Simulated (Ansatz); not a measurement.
# Cl-CC-Cl chair monolayer in a perpendicular field

What dipole does a perpendicular field induce in the Cl-CC-Cl chair monolayer, and does the gap follow? A positive field points along +c.

Program: Ansatz 0.2.0. Level of theory: plane-wave DFT, PBEsol-D3(BJ), Ansatz PAW, in the first sound run; inputs show where later runs differ. Results are calculated unless marked as measured.

## (1) The starting structure

The cell holds 4 atoms: 2 Cl and 2 C. Cell: a = 2.508 Å, b = 2.508 Å, c = 22.067 Å, α = 90.0°, β = 90.0°, γ = 120.0°. Vacuum lies along c.

## (2) Relaxing the slab

The starting cell is a guess, so the in-plane lattice and the atoms are relaxed first, with the slab cut off from its images along the normal. The program lengthens the vector along the normal by itself, so c and the volume that it reports differ from the typed ones.

Input file input.yaml:

```yaml
crystal:
  lattice:
    - [2.508, 0.0, 0.0]
    - [-1.254, 2.1719917127, 0.0]
    - [0.0, 0.0, 22.0666666667]
  atoms:
    - { symbol: Cl, position: [0.6666666667, 0.3333333333, 0.4078549849] }
    - { symbol: C, position: [0.6666666667, 0.3333333333, 0.4885196375] }
    - { symbol: C, position: [0.3333333333, 0.6666666667, 0.5114803625] }
    - { symbol: Cl, position: [0.3333333333, 0.6666666667, 0.5921450151] }
  periodic: [true, true, false]
kpoints:
  mp_grid: { grid: [18, 18, 1] }
hamiltonian:
  xc: pbesol
  dispersion: d3bj
scf:
  occupations: { method: fermi_dirac, width: 0.05 }
  convergence: { dr2_threshold: 1.0e-09 }
relax:
  f_tol: 0.004
  max_steps: 90
  cell: {}
output:
  write_potential: true
  write_density: true
  volumetric_format: npy
```

Started as:

```console
ansatz run input.yaml --threads 2 --pin off --max-ram 3072MiB --backend cpu --events-out ev --progress --plain --runs-dir out
```

Numbers of over 12 decimals in the logs are rounded to 6 here.

Output:

```text
Warning: crystal.periodic: the lattice vector that does not repeat stood 0.000° off the slab's normal, 22.067 Å along it as the deck builds it. The run solves the slab on a vector along the normal, 31.933 Å long, with every atom where it was (on the deck's vector they left 18.00 Å outside them, and the widest stretch free of ions among them is 1.78 Å). A fractional position that the run reports is one of the run's ce [...]
Warning: relax.cell: scf.convergence.dr2_threshold = 1e-9 eV is looser than the 2.02151793544e-10 eV advised for a relaxation that steers and ends on the stress (1e-10 eV for each atom of the cell: 4, times the square of relax.cell.stress_2d_tol = 0.05 N/m over 14.1 Å (the atoms' height at the walk's start and 5 Å past either face), 3.555e-2 GPa, over a crystal's default 0.05). What an SCF threshold leaves in a stress goes as its square root, and in the free energy as the threshold itself, and one threshold admits the most on a small cell: [figures from the program's tests cut] Set scf.convergence.dr2_threshold to 2.02151793544e-10 eV or tighter. [rest of the remark cut]
crystal.periodic: the lattice vector that does not repeat stood 0.000° off the slab's normal, 22.067 Å along it as the deck builds it. The run solves the slab on a vector along the normal, 31.933 Å long, with every atom where it was (on the deck's vector they left 18.00 Å outside them, and the widest stretch free of ions among them is 1.78 Å). A fractional position that the run reports is one of the run's cell, which [...]
Engine: ansatz 0.2.0, aarch64-unknown-linux-gnu
Pseudopotentials: kind: paw
Pseudopotential: Cl, paw, valence charge 7, recommended cutoff 420 eV (normal), Cl.paw.azcp
Pseudopotential: C, paw, valence charge 4, recommended cutoff 420 eV (normal), C.paw.azcp
Functional definition: PBEsol
  exchange = pbesol_x
  correlation = pbesol_c
Crystal: 4 atoms, lattice volume = 173.952 Å³
Basis set: ecut = 420 eV, 3401 PW (Γ), exchange–correlation on 36×36×432 points (8 copies of the dense FFT grid, shifted against one another)
Bands: 15, of which v1, the nominal top of the filled ones, is band 11 counted from 1 (10 counted from 0)
Symmetry: 12 space group operations
Space group: P-3m1 (ITA 164), of the structure as read, at distance tolerance 5.6e-5 Å
k-points: 37 of 324
Non-local potential: Cl, projectors of the file, l = 0: 2, l = 1: 2, l = 2: 2
Non-local potential: C, projectors of the file, l = 0: 2, l = 1: 2, l = 2: 1
PAW form: soft (Blöchl's): semilocal exchange-correlation on the pseudo side does not see the compensation charge
PAW frozen core: Cl, regenerated for the run's functional, and the local potential with it (the file was generated under x = pbe(κ = 0.804, μ = 0.219515), c = pbe(β = 0.066725))
PAW frozen core: C, regenerated for the run's functional, and the local potential with it (the file was generated under x = pbe(κ = 0.804, μ = 0.219515), c = pbe(β = 0.066725))
PAW one-centre angular grid: Cl, 110 points (default); XC on 64 Gauss nodes
PAW one-centre angular grid: C, 110 points (default); XC on 64 Gauss nodes
Initial density: superposition of atomic densities (neutral atoms: chi_scale 0, normalization atom), corrected by the library's trained network
Initial wavefunctions: pseudopotential atomic-orbital guess
Functional: x = pbesol(κ = 0.804, μ = 0.123457), c = pbesol(β = 0.046)
SCF iter   1: F=—  HF=-2610.768266 eV  |F-HF|=—  |Δ(HF+E_count)|=         —  Δρ=7.84e-3  dr2=4.14e-1  ethr=1.77e-3  ⟨swp⟩=13.1  Hψ=5646  notcnv=0
preconditioner: auto → LDOS  [insulator: Δε(μ)=0.163 eV  Ē_g=13.284 eV  σ=0.050 eV  W_gap=0.59  n_scr=18 (ndim 8)  ℏωp=13.2 eV  f_vac=0.739  D(μ)=0.52/eV (n_scr^D=6)  ε∞_Penn≈2.0  β→1.0]
SCF iter   2: F=—  HF=-2610.791504 eV  |F-HF|=—  |Δ(HF+E_count)|=   2.32e-2  Δρ=8.51e-3  dr2=5.38e-1  ethr=1.77e-3  ⟨swp⟩=5.4  Hψ=1758  notcnv=0
SCF iter   3: F=—  HF=-2610.700385 eV  |F-HF|=—  |Δ(HF+E_count)|=   9.11e-2  Δρ=8.48e-4  dr2=9.50e-4  ethr=1.77e-3  ⟨swp⟩=3.4  Hψ=1267  notcnv=0
SCF iter   4: F=—  HF=-2610.700556 eV  |F-HF|=—  |Δ(HF+E_count)|=   1.72e-4  Δρ=2.48e-4  dr2=7.05e-5  ethr=4.32e-6  ⟨swp⟩=4.4  Hψ=1842  notcnv=0
SCF iter   5: F=—  HF=-2610.700647 eV  |F-HF|=—  |Δ(HF+E_count)|=   9.03e-5  Δρ=6.49e-5  dr2=1.71e-5  ethr=3.20e-7  ⟨swp⟩=3.7  Hψ=1401  notcnv=0
SCF iter   6: F=—  HF=-2610.700646 eV  |F-HF|=—  |Δ(HF+E_count)|=   3.72e-7  Δρ=9.71e-6  dr2=3.78e-7  ethr=7.78e-8  ⟨swp⟩=2.5  Hψ=808  notcnv=0
SCF iter   7: F=—  HF=-2610.700668 eV  |F-HF|=—  |Δ(HF+E_count)|=   2.13e-5  Δρ=4.82e-6  dr2=4.57e-8  ethr=1.72e-9  ⟨swp⟩=3.4  Hψ=1333  notcnv=0
SCF iter   8: F=—  HF=-2610.700668 eV  |F-HF|=—  |Δ(HF+E_count)|=   4.91e-9  Δρ=8.80e-7  dr2=1.59e-9  ethr=2.08e-10  ⟨swp⟩=3.2  Hψ=1148  notcnv=0
SCF iter   9: F=-2610.700668 eV  HF=-2610.700668 eV  |F-HF|=1.59e-11  |Δ(HF+E_count)|=  3.29e-10  Δρ=1.49e-7  dr2=3.19e-11  ethr=4.55e-12  ⟨swp⟩=12.6  Hψ=4979  notcnv=0
SCF 1 converged in 9 iterations: F = -2610.700668 eV  dr2 = 3.19e-11
  greatest PAW one-centre occupation: 0.922 electrons in one spin orbital (limit 2), on the Cl atom at site 3 (counted from 0), in its partial waves of l = 0
relax step   1: F+E_penalty+E_count = -2610.70066756 eV  Δ(F+E_penalty+E_count) = +0.000e0 eV  max|allowed force component| = 2.045e0 eV/Å  Δτ_max = 0.0000 Å  P = +48.104 N/m  Ω = 173.952 Å³  fix = [c, alpha, beta]  reactions: c +0.000 N/m  (9 SCF iters, accepted)
Crystal: 4 atoms, lattice volume = 191.331 Å³
Basis set: ecut = 420 eV, 3845 PW (Γ), exchange–correlation on 36×36×432 points (8 copies of the dense FFT grid, shifted against one another)
Initial density: handed on by an earlier stage of this run
Initial wavefunctions: those handed on with the density
iter 1 solved again at ethr=2.07e-3 eV; its pass at ethr=3.10e-3 eV (dr2=4.56e-1 eV) is discarded
SCF iter   1: F=—  HF=-2612.050403 eV  |F-HF|=—  |Δ(HF+E_count)|=         —  Δρ=9.99e-3  dr2=4.58e-1  ethr=2.07e-3  ⟨swp⟩=1.1  Hψ=5927  notcnv=0
preconditioner: auto → LDOS  [insulator: Δε(μ)=0.182 eV  Ē_g=13.117 eV  σ=0.050 eV  W_gap=0.50  n_scr=18 (ndim 8)  ℏωp=12.6 eV  f_vac=0.750  D(μ)=0.68/eV (n_scr^D=8)  ε∞_Penn≈1.9  β→1.0]
SCF iter   2: F=—  HF=-2611.944250 eV  |F-HF|=—  |Δ(HF+E_count)|=   1.06e-1  Δρ=3.38e-3  dr2=3.11e-2  ethr=2.07e-3  ⟨swp⟩=4.5  Hψ=1397  notcnv=0
SCF iter   3: F=—  HF=-2611.940871 eV  |F-HF|=—  |Δ(HF+E_count)|=   3.38e-3  Δρ=9.71e-4  dr2=4.75e-3  ethr=1.41e-4  ⟨swp⟩=3.8  Hψ=1597  notcnv=0
SCF iter   4: F=—  HF=-2611.939941 eV  |F-HF|=—  |Δ(HF+E_count)|=   9.30e-4  Δρ=2.11e-4  dr2=7.04e-5  ethr=2.16e-5  ⟨swp⟩=3.2  Hψ=1105  notcnv=0
[...]
relax step   5: F+E_penalty+E_count = -2612.75341071 eV  Δ(F+E_penalty+E_count) = -2.119e-2 eV  max|allowed force component| = 4.786e-1 eV/Å  Δτ_max = 0.0116 Å  P = -0.817 N/m  Ω = 224.652 Å³  energy of the carried Pulay correction = -1.936e-2 eV  fix = [c, alpha, beta]  reactions: c -0.000 N/m  (7 SCF iters, accepted)
relax step   6: F+E_penalty+E_count = -2612.76379422 eV  Δ(F+E_penalty+E_count) = -1.038e-2 eV  max|allowed force component| = 2.745e-2 eV/Å  Δτ_max = 0.0130 Å  P = -0.175 N/m  Ω = 223.810 Å³  energy of the carried Pulay correction = -1.908e-2 eV  fix = [c, alpha, beta]  reactions: c -0.000 N/m  (8 SCF iters, accepted)
relax step   7: F+E_penalty+E_count = -2612.76399010 eV  Δ(F+E_penalty+E_count) = -1.959e-4 eV  max|allowed force component| = 1.420e-2 eV/Å  Δτ_max = 0.0016 Å  P = -0.002 N/m  Ω = 223.518 Å³  energy of the carried Pulay correction = -1.898e-2 eV  fix = [c, alpha, beta]  reactions: c -0.000 N/m  (6 SCF iters, accepted)
relax step   8: F+E_penalty+E_count = -2612.76399360 eV  Δ(F+E_penalty+E_count) = -3.502e-6 eV  max|allowed force component| = 1.178e-4 eV/Å  Δτ_max = 0.0003 Å  P = -0.000 N/m  Ω = 223.523 Å³  energy of the carried Pulay correction = -1.898e-2 eV  fix = [c, alpha, beta]  reactions: c -0.000 N/m  (5 SCF iters, accepted)
relax step   9: F+E_penalty+E_count = -2612.84653590 eV  Δ(F+E_penalty+E_count) = -8.254e-2 eV  max|allowed force component| = 2.461e-2 eV/Å  Δτ_max = 0.0000 Å  P = +1.544 N/m  Ω = 223.523 Å³  fix = [c, alpha, beta]  reactions: c +0.000 N/m  stress off target by 1.54e0 N/m on what of the cell is left free  SCF on the basis re-selected at this cell (its energy is not comparable with the rows above)  (6 SCF iters)
relax step  10: F+E_penalty+E_count = -2612.84968867 eV  Δ(F+E_penalty+E_count) = -3.153e-3 eV  max|allowed force component| = 1.692e-3 eV/Å  Δτ_max = 0.0012 Å  P = +0.152 N/m  Ω = 225.911 Å³  energy of the carried Pulay correction = -7.944e-4 eV  fix = [c, alpha, beta]  reactions: c +0.000 N/m  (6 SCF iters, accepted)
relax step  11: F+E_penalty+E_count = -2612.84963766 eV  Δ(F+E_penalty+E_count) = +5.101e-5 eV  max|allowed force component| = 1.697e-4 eV/Å  Δτ_max = 0.0001 Å  P = +0.005 N/m  Ω = 226.173 Å³  energy of the carried Pulay correction = -8.858e-4 eV  fix = [c, alpha, beta]  reactions: c +0.000 N/m  (5 SCF iters, accepted)
iter 1 solved again at ethr=1.60e-6 eV; its pass at ethr=3.10e-3 eV (dr2=3.51e-4 eV) is discarded
SCF iter   1: F=—  HF=-2612.850393 eV  |F-HF|=—  |Δ(HF+E_count)|=         —  Δρ=2.37e-5  dr2=1.68e-7  ethr=1.60e-6  ⟨swp⟩=4.6  Hψ=7067  notcnv=0
eigensolver tolerance schedule: the retry pair's looser diagonalisation over-reported the residual by 2092.09 of it (diagonalisation noise at an unbounded share of the residual, at the tolerance the schedule requests for it); recorded, not acted on — ethr = c·dr2/N_el stays at c = 1.0e-1
preconditioner: auto → Resta (q_TF=auto, 1.850 Å⁻¹)  ε∞=1.9  [insulator: Δε(μ)=1.317 eV  Ē_g=12.435 eV  σ=0.050 eV  W_gap=1.00  n_scr=18 (ndim 8)  ℏωp=11.6 eV  f_vac=0.761  D(μ)=0.00/eV (n_scr^D=0)  ε∞_Penn≈1.9  vacuum switching on, ρ_ref=1.1e-2 e/Å³]
SCF iter   2: F=—  HF=-2612.850498 eV  |F-HF|=—  |Δ(HF+E_count)|=   1.04e-4  Δρ=1.17e-5  dr2=3.84e-8  ethr=7.63e-10  ⟨swp⟩=4.6  Hψ=1798  notcnv=0
SCF iter   3: F=—  HF=-2612.850515 eV  |F-HF|=—  |Δ(HF+E_count)|=   1.74e-5  Δρ=2.30e-6  dr2=1.51e-8  ethr=1.75e-10  ⟨swp⟩=3.1  Hψ=1235  notcnv=0
SCF iter   4: F=—  HF=-2612.850516 eV  |F-HF|=—  |Δ(HF+E_count)|=   1.09e-6  Δρ=6.35e-7  dr2=1.06e-9  ethr=6.87e-11  ⟨swp⟩=2.5  Hψ=824  notcnv=0
iter 5 met the thresholds in force, and the SCF goes on: an eigenvalue changes by 3.79 meV, over its tolerance of 1.01 meV (output.eigenvalues, Limitations)
SCF iter   5: F=-2612.850516 eV  HF=-2612.850516 eV  |F-HF|=2.44e-8  |Δ(HF+E_count)|=   9.44e-8  Δρ=2.23e-7  dr2=2.97e-11  ethr=4.55e-12  ⟨swp⟩=15.3  Hψ=4999  notcnv=0
SCF iter   6: F=-2612.850516 eV  HF=-2612.850516 eV  |F-HF|=4.09e-12  |Δ(HF+E_count)|=   2.44e-8  Δρ=5.56e-8  dr2=2.42e-12  ethr=1.00e-12  ⟨swp⟩=7.5  Hψ=3531  notcnv=0
SCF 12 converged in 6 iterations: F = -2612.850516 eV  dr2 = 2.42e-12
relax step  12: F+E_penalty+E_count = -2612.85051613 eV  Δ(F+E_penalty+E_count) = -8.785e-4 eV  max|allowed force component| = 1.383e-4 eV/Å  Δτ_max = 0.0000 Å  P = +0.008 N/m  Ω = 226.173 Å³  fix = [c, alpha, beta]  reactions: c +0.000 N/m  stress off target by 7.73e-3 N/m on what of the cell is left free  SCF on the basis re-selected at this cell (its energy is not comparable with the rows above)  (6 SCF iters)
basis re-selected at this cell: Δ(F+E_penalty+E_count) = -8.785e-4 eV, ΔP = +0.003 N/m vs the last step (what re-selecting the basis moved, of the pressure what is left beyond the Pulay correction that the steps carried, after the strain that the cell walked since its last selection, with what the two solves' SCF thresholds leave and, on support functions, any second-order correction that the steps lacked; it is no m [...]
SCF converged after 6 iterations
an eigenvalue changed by more than its tolerance at an iteration that met the thresholds in force, so the SCF went on 1 time: the last check found none over its tolerance
Free energy (F): -2612.850516 eV
Harris-Foulkes:  -2612.850516 eV  (|F-HF|=4.09e-12)
Internal energy: -2612.850516 eV  (E = F + TS)
E sigma→0 (E₀):  -2612.850516 eV
Entropy (-TS):   -0.000000 eV (-0.000 meV/atom)
Fermi energy:    -2.972497 eV
--- Per-component energies (eV) ---
  E_band       = -272.119102
  E_kinetic    = 497.331712
  E_local      = -38011.162991  (includes V_loc(G=0)·N_el)
  E_nonlocal   = 110.429855
  E_hartree    = 18748.738948
  E_xc         = -306.235735
  E_vxc        = -360.053858  (∫ρ·V_xc dr)
  E_paw        = -1472.725120  (= ΣΔE_a)
  E_vpaw       = -6.141957  (= ΣTr[D̂ρ^β])
  E_aug_tail   = 0.000199  (compensation charges beyond the density's cutoff)
  E_ewald      = 17821.004959
  E_disp       = -0.431409  (pairwise vdW)
  E_core_change = 0.199065  (= ΣΔE_core)
  E_smearing   = -0.000000  (= −TS)
  E_closure    = 0.000000  (closes the sum)
  Σ components = -2612.850516   (vs F -2612.850516, Δ=0.00e0)
--- Forces (eV/Å), atoms counted from 1 ---
  atom   1  Cl    -0.00000000    -0.00000000     0.00013833
  atom   2  C      0.00000000     0.00000000    -0.00001366
  atom   3  C      0.00000000    -0.00000000     0.00001366
  atom   4  Cl     0.00000000     0.00000000    -0.00013833
  max |Σ_I F_I| component: 9.25e-18 eV/Å
--- 2D stress c σ (N/m, compression-positive) ---
        0.007727       0.000000      -0.000000
        0.000000       0.007727       0.000000
       -0.000000       0.000000       0.000000
  P = ½ c Tr σ = 0.0077 N/m
--- Band table (eV; the first three rows and the last of 37) ---
  k-point 0: bands = [... 7 lower, -4.9206, -4.9206, -3.6485, -3.6485, -2.3322, -1.7268, -0.8670, 0.0372]
  k-point 1: bands = [... 7 lower, -5.1477, -4.9528, -3.8927, -3.6986, -2.2478, -1.5280, -0.8106, 0.0356]
  k-point 2: bands = [... 7 lower, -5.7387, -5.0537, -4.5429, -3.8397, -2.0572, -1.1699, -0.6808, 0.2125]
  k-point 36: bands = [... 7 lower, -9.5056, -8.3273, -8.3273, -8.0964, 0.3214, 0.3214, 1.2619, 2.9353]
  the weakly bound empty levels are not read free of the cell's end (no_gap_told)
--- Relaxed structure (10 steps of the walk, 10 accepted, 2 SCFs on fresh bases) ---
  F+E_penalty+E_count = -2612.85051613 eV   max|allowed force component| = 1.383e-4 eV/Å   (the final SCF, on the basis selected at the relaxed cell)
  cell:  # Å, volume = 226.1731 Å³
    - [2.859783, 0.0, 0]
    - [-1.429891, 2.476645, 0]
    - [0, 0, 31.933333]
  atoms:
    - { symbol: Cl, position: [0.666667, 0.333333, 0.283103] }
    - { symbol: C, position: [0.666667, 0.333333, 0.337711] }
    - { symbol: C, position: [0.333333, 0.666667, 0.353312] }
    - { symbol: Cl, position: [0.333333, 0.666667, 0.407920] }
```

The job ended after 96 s (2 threads of Arm Neoverse N1, shared host; peak memory 0.49 GiB; 2.6 min of CPU time).

Step by step:

```csv
step,energy less that of the first step (eV),largest force component (eV/Å),volume (Å³)
1,0.0000,2.0451,173.95
2,-1.2393,0.8074,191.33
3,-1.8603,1.1015,209.53
4,-2.0316,1.0196,224.76
5,-2.0527,0.4786,224.65
6,-2.0631,0.0274,223.81
7,-2.0633,0.0142,223.52
8,-2.0633,0.0001,223.52
9*,-2.1459,0.0246,223.52
10,-2.1490,0.0017,225.91
11,-2.1490,0.0002,226.17
12*,-2.1498,0.0001,226.17
```

Relaxation steps marked * repeat the geometry before them on a plane-wave basis chosen anew for their cell, so energy and pressure can jump there.

Forces are held to the 12 operations that the run works with; a distortion that breaks them can't arise in this run.

| cell as run | before | after | change |
| --- | --- | --- | --- |
| a (Å) | 2.508 | 2.860 | +14.0 % |
| b (Å) | 2.508 | 2.860 | +14.0 % |

The atoms that moved most (Å, along periodic axes as changes of fractional coordinates times the final cell, across vacuum about the mean position):

```
atom     dx     dy      dz  length
 Cl4  0.000  0.000  -0.040   0.040
 Cl1  0.000  0.000   0.040   0.040
```

Final coordinates:

```xyz
4
Lattice="2.8598 0.0000 0.0000 -1.4299 2.4766 0.0000 0.0000 0.0000 31.9333" Properties=species:S:1:pos:R:3
Cl    1.4299    0.8255    9.0404
C     1.4299    0.8255   10.7842
C     0.0000    1.6511   11.2824
Cl    0.0000    1.6511   13.0262
```

The lattice constant a goes from 2.508 to 2.860 Å.

[end of part 1 of 4]

[Logs are printed without paths, hosts, clocks, repeated set-up lines and the standing remarks that a program may print on its own settings, such as how far it seeks lower states.]

[Hosts, paths, dates, database ids (printed as entryN), source tags and the programs' standing remarks are cut or masked in the printed files.]

[Maps of the electrostatic potential energy from Ansatz leave out the sawtooth potential of an applied field or a dipole correction, so their vacuum need not be flat; planar profiles and work functions include it.]
